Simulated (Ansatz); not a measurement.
# SnO (model cell, started as layered BN type): from the cell to its phonons, part 2 of 2

How does SnO (model cell, started as layered BN type) vibrate, and is this structure a minimum?

Ansatz 0.2.0; DFT PBE, scalar-relativistic, plane waves, PAW.

So far. Step 3 (Relaxing to small forces for the phonons): The forces vanish by symmetry and the pressure is 0.003 GPa, within the tolerances set. The cell now holds 19.74 Å³/atom. The relaxed cell has a = 4.173, c = 5.235 Å (conventional setting).

The structure was built from a prototype and need not be the compound's stable phase.

## (4) Linear response at the zone centre

The zone centre comes first: it holds the modes that light can see, as far as symmetry allows. The response to a homogeneous field gives the Born charges and the dielectric tensor, and its change with displacement the Raman tensors.

Input file input.yaml:

```yaml
crystal:
  lattice:
    - [4.1730563351, 0.0, 0.0]
    - [-2.0865281675, 3.6139727976, 0.0]
    - [0.0, 0.0, 5.2350607344]
  atoms:
    - { symbol: Sn, position: [0.3333333333, 0.6666666667, 0.25] }
    - { symbol: Sn, position: [0.6666666667, 0.3333333333, 0.75] }
    - { symbol: O, position: [0.6666666667, 0.3333333333, 0.25] }
    - { symbol: O, position: [0.3333333333, 0.6666666667, 0.75] }
kpoints:
  mp_grid: { grid: [10, 10, 6] }
hamiltonian:
  xc: pbe
scf:
  occupations: { method: fixed }
output:
  eigenvalues: true
phonons:
  method: dfpt
  dielectric: true
  rigid_motions: translations
  raman: true
```

Run with:

```sh
$ ansatz run input.yaml --threads 4 --pin off --max-ram 7168MiB --backend cpu --events-out ev --progress --plain --runs-dir out
```

Numbers of over 12 decimals in the logs are rounded to 6 here.

What it wrote:

```text
Engine: ansatz 0.2.0, aarch64-unknown-linux-gnu
Pseudopotentials: kind: paw
Pseudopotential: Sn, paw, valence charge 14, recommended cutoff 420 eV (normal), Sn.paw.azcp
Pseudopotential: O, paw, valence charge 6, recommended cutoff 420 eV (normal), O.paw.azcp
Functional definition: PBE
  parameter kappa = 0.804
  parameter beta = 0.066725
  exchange = pbe_x(kappa = kappa, mu = beta*pi^2/3)
  correlation = pbe_c(beta = beta)
Crystal: 4 atoms, lattice volume = 78.952 Å³
Basis set: ecut = 420 eV, 1535 PW (Γ), exchange–correlation on 60×60×72 points (8 copies of the dense FFT grid, shifted against one another)
Bands: 24, of which v1, the nominal top of the filled ones, is band 20 counted from 1 (19 counted from 0)
Symmetry: 24 space group operations
k-points: 172 of 600 (irreducible under 2 space group operations, time reversal used)
Non-local potential: Sn, projectors of the file, l = 0: 2, l = 1: 2, l = 2: 2, l = 3: 2
Non-local potential: O, projectors of the file, l = 0: 2, l = 1: 2, l = 2: 1
PAW form: soft (Blöchl's): semilocal exchange-correlation on the pseudo side does not see the compensation charge
PAW one-centre angular grid: Sn, 590 points (default); XC on 64 Gauss nodes
PAW one-centre angular grid: O, 110 points (default); XC on 64 Gauss nodes
Initial density: superposition of atomic densities (neutral atoms: chi_scale 0, normalization atom), corrected by the library's trained network
Initial wavefunctions: pseudopotential atomic-orbital guess
Functional: x = pbe(κ = 0.804, μ = 0.219515), c = pbe(β = 0.066725)
SCF iter   1: F=—  HF=-13181.588542 eV  |F-HF|=—  |Δ(HF+E_count)|=         —  Δρ=6.34e-3  dr2=2.79e-2  ethr=1.77e-3  ⟨swp⟩=5.0  Hψ=16171  notcnv=0  defer=331
preconditioner: auto → Resta (q_TF=auto, 2.436 Å⁻¹)  ε∞=3.4  [insulator: Δε(μ)=0.643 eV  Ē_g=17.075 eV  n_scr=22 (ndim 8)  ℏωp=26.4 eV  f_vac=0.067  ε∞_Penn≈3.4]
SCF iter   2: F=—  HF=-13181.585651 eV  |F-HF|=—  |Δ(HF+E_count)|=   2.89e-3  Δρ=4.28e-3  dr2=1.13e-2  ethr=6.98e-5  ⟨swp⟩=2.0  Hψ=7166  notcnv=0  defer=337
SCF iter   3: F=—  HF=-13181.583793 eV  |F-HF|=—  |Δ(HF+E_count)|=   1.86e-3  Δρ=1.33e-3  dr2=5.90e-4  ethr=2.83e-5  ⟨swp⟩=2.0  Hψ=5432  notcnv=0  defer=341
SCF iter   4: F=—  HF=-13181.584548 eV  |F-HF|=—  |Δ(HF+E_count)|=   7.54e-4  Δρ=2.85e-4  dr2=7.54e-5  ethr=1.48e-6  ⟨swp⟩=2.8  Hψ=7536  notcnv=0  defer=341
SCF iter   5: F=—  HF=-13181.584575 eV  |F-HF|=—  |Δ(HF+E_count)|=   2.72e-5  Δρ=1.01e-4  dr2=1.33e-5  ethr=1.88e-7  ⟨swp⟩=2.2  Hψ=7529  notcnv=0  defer=8
SCF iter   6: F=—  HF=-13181.584601 eV  |F-HF|=—  |Δ(HF+E_count)|=   2.56e-5  Δρ=6.05e-5  dr2=3.23e-6  ethr=3.31e-8  ⟨swp⟩=2.0  Hψ=7334  notcnv=0  defer=34
SCF iter   7: F=—  HF=-13181.584600 eV  |F-HF|=—  |Δ(HF+E_count)|=   9.32e-7  Δρ=1.06e-5  dr2=1.10e-7  ethr=8.08e-9  ⟨swp⟩=2.2  Hψ=7335  notcnv=0
SCF iter   8: F=—  HF=-13181.584600 eV  |F-HF|=—  |Δ(HF+E_count)|=   4.71e-9  Δρ=1.18e-6  dr2=1.34e-9  ethr=2.74e-10  ⟨swp⟩=2.0  Hψ=7568  notcnv=0
SCF iter   9: F=-13181.584600 eV  HF=-13181.584600 eV  |F-HF|=2.73e-11  |Δ(HF+E_count)|=  9.80e-10  Δρ=3.15e-7  dr2=8.82e-11  ethr=1.00e-12  ⟨swp⟩=6.9  Hψ=25723  notcnv=0
SCF 1 converged in 9 iterations: F = -13181.584600 eV  dr2 = 8.82e-11
[...]
NSCF: frozen V_eff on 2 k-points
DFPT response loops at Γ: preconditioner auto → Resta (q_TF=auto, 2.436 Å⁻¹)  ε∞=9.4 (no band partly filled); β = 1.00, the filter's whole step (`scf.mixing.beta` (0.50) is not read by the response loops at its default; to damp them type it under 1.00, their step now; it binds the ground state too); Broyden in place of MSR1
── the response to a field inside a basis, on 16×16×12 k-points: an SCF that follows is theirs, and a resumed run solves both again ──
Bands: 21, of which v1, the nominal top of the filled ones, is band 20 counted from 1 (19 counted from 0)
k-points: 432
[...]
Eigensolver: Dense (432 Hₖ)
[...]
SCF 1 converged in 6 iterations: F = -13181.579393 eV  dr2 = 5.16e-11
DFPT response loops at Γ: preconditioner auto → Resta (q_TF=auto, 2.436 Å⁻¹)  ε∞=11.1 (no band partly filled); β = 1.00, the filter's whole step (`scf.mixing.beta` (0.50) is not read by the response loops at its default; to damp them type it under 1.00, their step now; it binds the ground state too); Broyden in place of MSR1
DFPT response loops at Γ: mixed as the last ones told, above
```

It took 21 min on 4 threads of Arm Neoverse V2, shared host; peak memory 3.6 GiB.

The run was cut off at the time limit after its SCF cycle had converged; no result of it is taken.

The program's message: “Warning: RAYON”

## (5) Response at finite wavevector

Stability and thermal properties need the whole zone. Linear response on a 2×2×2 q mesh gives force constants as far as a supercell of that size would.

input.yaml, the sections that differ from step 4:

```yaml
phonons:
  method: dfpt
  qmesh: [2, 2, 2]
  temperatures: { t_max: 1000, t_step: 50 }
  qpath:
    path:
      - [[0.0, 0.0, 0.0], [0.5, 0.0, 0.0], [0.33333333, 0.33333333, 0.0], [0.0, 0.0, 0.0], [0.0, 0.0, 0.5], [0.5, 0.0, 0.5], [0.33333333, 0.33333333, 0.5], [0.0, 0.0, 0.5]]
      - [[0.5, 0.0, 0.5], [0.5, 0.0, 0.0]]
      - [[0.33333333, 0.33333333, 0.5], [0.33333333, 0.33333333, 0.0]]
    npoints: 10
  dielectric: false
# crystal, kpoints, hamiltonian, scf, output: as in step 4
```

What it wrote:

```text
[...]
Crystal: 4 atoms, lattice volume = 78.952 Å³
Basis set: ecut = 420 eV, 1535 PW (Γ), exchange–correlation on 60×60×72 points (8 copies of the dense FFT grid, shifted against one another)
Bands: 24, of which v1, the nominal top of the filled ones, is band 20 counted from 1 (19 counted from 0)
Symmetry: 24 space group operations
k-points: 56 of 600
[...]
SCF iter   1: F=—  HF=-13181.588551 eV  |F-HF|=—  |Δ(HF+E_count)|=         —  Δρ=6.34e-3  dr2=2.79e-2  ethr=1.77e-3  ⟨swp⟩=4.9  Hψ=5265  notcnv=0  defer=104
[...]
SCF iter  10: F=-13181.584600 eV  HF=-13181.584600 eV  |F-HF|=0.00e0  |Δ(HF+E_count)|=  2.55e-11  Δρ=3.47e-8  dr2=8.95e-13  ethr=1.00e-12  ⟨swp⟩=7.7  Hψ=7702  notcnv=0
SCF 1 converged in 10 iterations: F = -13181.584600 eV  dr2 = 8.95e-13
[...]
NSCF: frozen V_eff on 56 k-points
[...]
DFPT response loops at q = (0, 0, 0) (fractional): preconditioner auto → Resta (q_TF=auto, 2.436 Å⁻¹)  ε∞=9.4 (no band partly filled); β = 1.00, the filter's whole step (`scf.mixing.beta` (0.50) is not read by the response loops at its default; to damp them type it under 1.00, their step now; it binds the ground state too); Broyden in place of MSR1
[...]
SCF converged after 10 iterations
Free energy (F): -13181.584600 eV
[...]
Internal energy: -13181.584600 eV  (E = F + TS)
E sigma→0 (E₀):  -13181.584600 eV
Fermi energy:    8.592559 eV
[...]
--- Band table (eV; the first three rows and the last of 56) ---
  k-point 0: bands = [... 16 lower, 4.2660, 5.1050, 5.1050, 5.3700, 11.8312, 11.9229, 11.9229, 12.6813]
  k-point 1: bands = [... 16 lower, 4.8334, 5.0580, 5.0580, 5.6989, 11.5800, 11.8874, 11.8874, 12.5449]
  k-point 2: bands = [... 16 lower, 4.9202, 4.9202, 6.0041, 6.3729, 11.1213, 11.8634, 11.8634, 12.2442]
  k-point 55: bands = [... 16 lower, 5.4377, 5.4377, 8.5926, 8.5926, 9.2764, 9.2764, 11.2253, 11.2253]
--- Phonons (Γ-DFPT): 4 representative perturbations + reference (Σ response iterations 14) ---
  ASR residual: 3.521e-5 → 0.000e0 eV/Å²; symmetrization residual: 1.580e-6 eV/Å²
  ASR residual per site (eV/Å²): 2.46e-5 2.46e-5 3.52e-5 3.52e-5
  Γ frequencies (cm⁻¹): -287.61 -183.37 0.00 0.00 0.00 74.27 74.27 134.27 134.35 134.35 178.97 178.97
--- Phonons (arbitrary-q DFPT): 4 irreducible q on the 2×2×2 mesh ---
  q = [0.0000, 0.0000, 0.0000] (star 1, of the zone-centre solve; hermiticity 8.70e-7, symmetrization 1.83e-10): -287.61 -183.37 -0.00 -0.00 0.00 74.27 74.27 134.27 134.35 134.35 178.97 178.97
  q = [0.0000, 0.0000, -0.5000] (star 1, 4 solved perturbations in 360 linear systems a pass and spin channel, the states on 124 of 600 k-point pairs; hermiticity 9.72e-7, symmetrization 1.18e-7): 53.56 53.56 53.56 53.56 90.68 90.68 168.73 168.73 168.73 168.73 223.37 223.37
  q = [0.0000, -0.5000, 0.0000] (star 3, 6 solved perturbations on 124 of 600 k-point pairs; hermiticity 8.84e-7, symmetrization 1.77e-10): -276.74 -230.01 -211.32 -142.03 57.60 68.35 98.71 105.56 126.81 135.86 187.47 208.80
[...]
sum rule: each row above includes the acoustic sum rule's correction from the zone centre's row sums; it moved no ω² by more than (0.77 cm⁻¹)²
  mesh force constants: q→R imaginary residual 2.73e-17; ASR residual 3.521e-5 → 0.000e0 eV/Å²; symmetrization residual 4.441e-15 eV/Å²
  interpolated dispersion: 93 rows × 12 modes
  density of states and harmonic sums: on the 18×18×12 q-mesh, interpolated from the force constants of a 2×2×2 supercell (no non-analytic term)
  largest difference from the sums on the solved wave vectors: F 4.86e-2 eV, S 9.05e-5 and C_V 4.09e-5 eV/K
  zero-point energy: 0.067501 eV/cell   skipped modes (ω ≤ 0): 836, of them read as no rigid motion or as one in doubt: 833 (3.355e0 modes/cell left out, lowest -287.61 cm⁻¹)   left out of the sums: 2.80e-1 of the cell's modes: C_V's classical limit lies that fraction below 3 k_B per atom; for a crystal, a wire or a layer, F and S can be off by more, and a phonons.interpolated_qmesh denser along its periods is the remedy for the sampling
```

It took 2 min on 4 threads; peak memory 0.94 GiB; 7.7 min of CPU time.

Numbers from this step:

| Property | Result |
| --- | --- |
| sum-rule residual before enforcement | 3.52e-5 eV/Å² |
| lowest frequency on the path | -287.6 cm⁻¹ |
| point group | 6/mmm |
| highest frequency on the path or at a solved wavevector | 272.8 cm⁻¹ |
| highest optical mode at the zone centre (no LO-TO term) | 179.0 cm⁻¹ |
| lowest optical zone-centre mode | -287.6 cm⁻¹ |
| lowest mode on the q mesh (acoustic modes at Γ apart) | -287.6 cm⁻¹ |

Frequencies (cm⁻¹) solved at each irreducible wavevector; negative means imaginary. Frequencies by wavevector, by row:

```csv
q in reciprocal lattice units,star,mode 1,mode 2,mode 3,mode 4,mode 10,mode 11,mode 12
0 0 0,1,-287.6,-183.4,0,0,134.3,179,179
0 0 -0.5,1,53.6,53.6,53.6,53.6,168.7,223.4,223.4
0 -0.5 0,3,-276.7,-230,-211.3,-142,135.9,187.5,208.8
0 -0.5 -0.5,3,-183.7,-183.7,33.7,33.7,159,272.8,272.8
```

Interpolated from a 2×2×2 q mesh, rough between the solved points, without the LO-TO term. The phonon branches at the labelled points (cm⁻¹):

```csv
point,branch 1,branch 2,branch 3,branch 4,branch 9,branch 10,branch 11,branch 12
Γ,-288,-183,0,0,134,134,179,179
halfway,-285,-194,-141,-28,121,121,151,198
M,-277,-230,-211,-142,127,136,188,209
halfway,-268,-222,-201,-112,120,121,156,180
K,-247,-247,-135,-55,122,122,123,136
halfway,-283,-198,-142,-78,117,124,160,186
Γ,-288,-183,0,0,134,134,179,179
halfway,-179,29,29,55,147,160,178,178
A,54,54,54,54,169,169,223,223
halfway,-80,-80,36,36,158,158,249,249
L,-184,-184,34,34,159,159,273,273
halfway,-155,-155,-22,-22,156,156,262,262
H,-90,-90,-37,-37,153,153,254,254
halfway,-94,-94,32,32,151,151,251,251
A,54,54,54,54,169,169,223,223
jump to L,-184,-184,34,34,159,159,273,273
halfway,-216,-154,-152,-78,147,158,212,229
M,-277,-230,-211,-142,127,136,188,209
jump to H,-90,-90,-37,-37,153,153,254,254
halfway,-146,-146,-104,-25,135,135,148,148
K,-247,-247,-135,-55,122,122,123,136
```

The phonon density of states has structure finer than the step of the table below, so its rows give means over 25 cm⁻¹, whole bins alone (the curve runs from -288 to 272 cm⁻¹). Peaks (cm⁻¹: height): -152.5: 0.0215, 97.5: 0.0838, 152.5: 0.0935.

Tetrahedra on a 18×18×12 mesh, mean over bins of 5 cm-1. Interpolated from a 2×2×2 q mesh, rough between the solved points. The phonon density of states by wavenumber; means over each step:

```csv
wavenumber (cm⁻¹),phonon density of states (1/cm⁻¹/cell)
-275,0.00619
-250,0.00506
-225,0.00702
-200,0.0135
-175,0.0171
-150,0.0200
-125,0.0170
-100,0.0134
-75,0.0104
-50,0.00982
-25,0.0116
0,0.00908
25,0.0165
50,0.0215
75,0.0373
100,0.0725
125,0.0536
150,0.0654
175,0.0207
200,0.0213
225,0.0145
250,0.0146
```

The partial phonon density of states has structure finer than the step of the table below, so its rows give means over 20 cm⁻¹, whole bins alone (the curve runs from -298 to 290 cm⁻¹). Peaks (cm⁻¹: height): O -268.0: 0.00888, -142.4: 0.0213, -72.2: 0.0081, 157.0: 0.0320, 194.0: 0.0211, 253.1: 0.0166; Sn -35.2: 0.0120, 31.3: 0.0243, 101.6: 0.0749, 153.3: 0.0501.

Phonopy on the run's constants, 15x15x11 mesh, Gaussian sigma 4.2 cm-1. Interpolated from a 2×2×2 q mesh, rough between the solved points. The partial phonon density of states by wavenumber; means over each step; values in 1/cm⁻¹/cell:

```csv
wavenumber (cm⁻¹),O,Sn
-280,0.00502,2.4e-4
-260,0.00664,3.1e-4
-240,0.00212,1.3e-4
-220,0.0109,6.2e-4
-200,0.0129,5.9e-4
-180,0.0143,5.7e-4
-160,0.0166,9.2e-4
-140,0.0205,0.00111
-120,0.0160,0.00108
-100,0.0131,0.00147
-80,0.00647,0.00154
-60,0.00506,0.00428
-40,0.00395,0.00955
-20,9.7e-4,0.00774
0,5.5e-4,0.00348
20,0.00200,0.0147
40,0.00392,0.0197
60,0.00389,0.0201
80,0.00720,0.0363
100,0.0118,0.0653
120,0.0131,0.0389
140,0.0190,0.0392
160,0.0270,0.0270
180,0.0179,0.00233
200,0.0188,0.00152
220,0.0145,8.1e-4
240,0.0130,4.1e-4
260,0.0116,1.6e-4
280,8.8e-4,8.6e-6
```

Symmetry leaves 4 wavevectors to solve. The lowest mode among them, the acoustic zeros apart, lies at Γ and is imaginary, 287.6i cm⁻¹, so the energy falls along it.

## (6) Isotope substitution, element O, natural mass 15.999 amu

An isotope changes the mass and not the force constants, so no new electronic calculation is needed; the shifts show which modes move this element.

The same force constants with the mass of O changed from 15.999 to 17.999 u (phonopy, no LO-TO term). Both lists are sorted by frequency; levels can cross, so a row need not hold one and the same mode. Modes under 3 cm⁻¹ are left out. Isotope shifts, by row, the first 40 of 45 rows:

```csv
q,rank,natural mass (cm⁻¹),changed mass (cm⁻¹)
0 0 0,1,-287.6,-272
0 0 0,2,-183.4,-174.2
0 0 0,6,74.27,72.96
0 0 0,7,74.27,72.96
0 0 0,8,134.3,128.9
0 0 0,9,134.3,128.9
0 0 0,10,134.3,133.8
0 0 0,11,179,170
0 0 0,12,179,170
0 0 -0.5,1,53.56,53.06
0 0 -0.5,2,53.56,53.06
0 0 -0.5,3,53.56,53.06
0 0 -0.5,4,53.56,53.06
0 0 -0.5,5,90.68,89.87
0 0 -0.5,6,90.68,89.87
0 0 -0.5,7,168.7,160.6
0 0 -0.5,8,168.7,160.6
0 0 -0.5,9,168.7,160.6
0 0 -0.5,10,168.7,160.6
0 0 -0.5,11,223.4,212.5
0 0 -0.5,12,223.4,212.5
0 -0.5 0,1,-276.7,-261.5
0 -0.5 0,2,-230,-216.9
0 -0.5 0,3,-211.3,-200.1
0 -0.5 0,4,-142,-133.9
0 -0.5 0,5,57.6,57.6
0 -0.5 0,6,68.35,68.07
0 -0.5 0,7,98.71,98.5
0 -0.5 0,8,105.6,105.5
0 -0.5 0,9,126.8,126.3
0 -0.5 0,10,135.9,134.9
0 -0.5 0,11,187.5,178
0 -0.5 0,12,208.8,197.6
0 -0.5 -0.5,1,-183.7,-173.2
0 -0.5 -0.5,2,-183.7,-173.2
0 -0.5 -0.5,3,33.66,33.65
0 -0.5 -0.5,4,33.66,33.65
0 -0.5 -0.5,5,84.92,84.91
0 -0.5 -0.5,6,84.92,84.91
0 -0.5 -0.5,7,153.7,145
```

A mode of this element alone would shift by -5.72 %. The highest zone-centre frequency without the field goes from 179.0 to 170.0 cm⁻¹ (-5.0 %).

## (7) Another isotope, element Sn, natural mass 118.71 amu

The same for Sn, from 118.71 to 123.91 u.

A mode of this element alone would shift by -2.12 %. The highest zone-centre frequency without the field goes from 179.0 to 178.5 cm⁻¹ (-0.3 %).

## (8) Outcome

| Quantity | Value |
| --- | --- |
| space group after relaxation (within 0.01 Å) | P6_3/mmc |
| volume per atom | 19.7 Å³ |
| gap on the k-mesh | 0.684 eV |
| highest optical mode at the zone centre (no LO-TO term) | 179 cm⁻¹ |
| lowest optical zone-centre mode | -288 cm⁻¹ |
| lowest mode on the q mesh (acoustic modes at Γ apart) | -288 cm⁻¹ |
| highest frequency on the path or at a solved wavevector | 273 cm⁻¹ |
| imaginary modes on the 2×2×2 q mesh | yes |

Modes are clearly imaginary (beyond 10i cm⁻¹) at 3 of the 4 irreducible wavevectors, most at Γ (287.6i cm⁻¹), so this structure is not a minimum of the energy. Without the field, the optical modes at Γ span -288 to 179 cm⁻¹ (negative means imaginary). The q mesh stands for a supercell only 8.3 Å across, so branches between the solved wavevectors are rough. Where the field response was not run the interpolation lacks the dipole term, so the LO-TO splitting is missing from branches, density of states and sums. Spin-orbit coupling is left out, which can matter for the heavy elements here. The starting cell was built on a prototype and not taken from a measurement, so the phase need not exist. These are harmonic frequencies at zero temperature: anharmonic shifts, linewidths and thermal expansion are left out.

[Logs are printed without paths, hosts, clocks, repeated set-up lines and the standing remarks that a program may print on its own settings, such as how far it seeks lower states.]

[Hosts, paths, dates, database ids (printed as entryN), source tags and the programs' standing remarks are cut or masked in the printed files.]
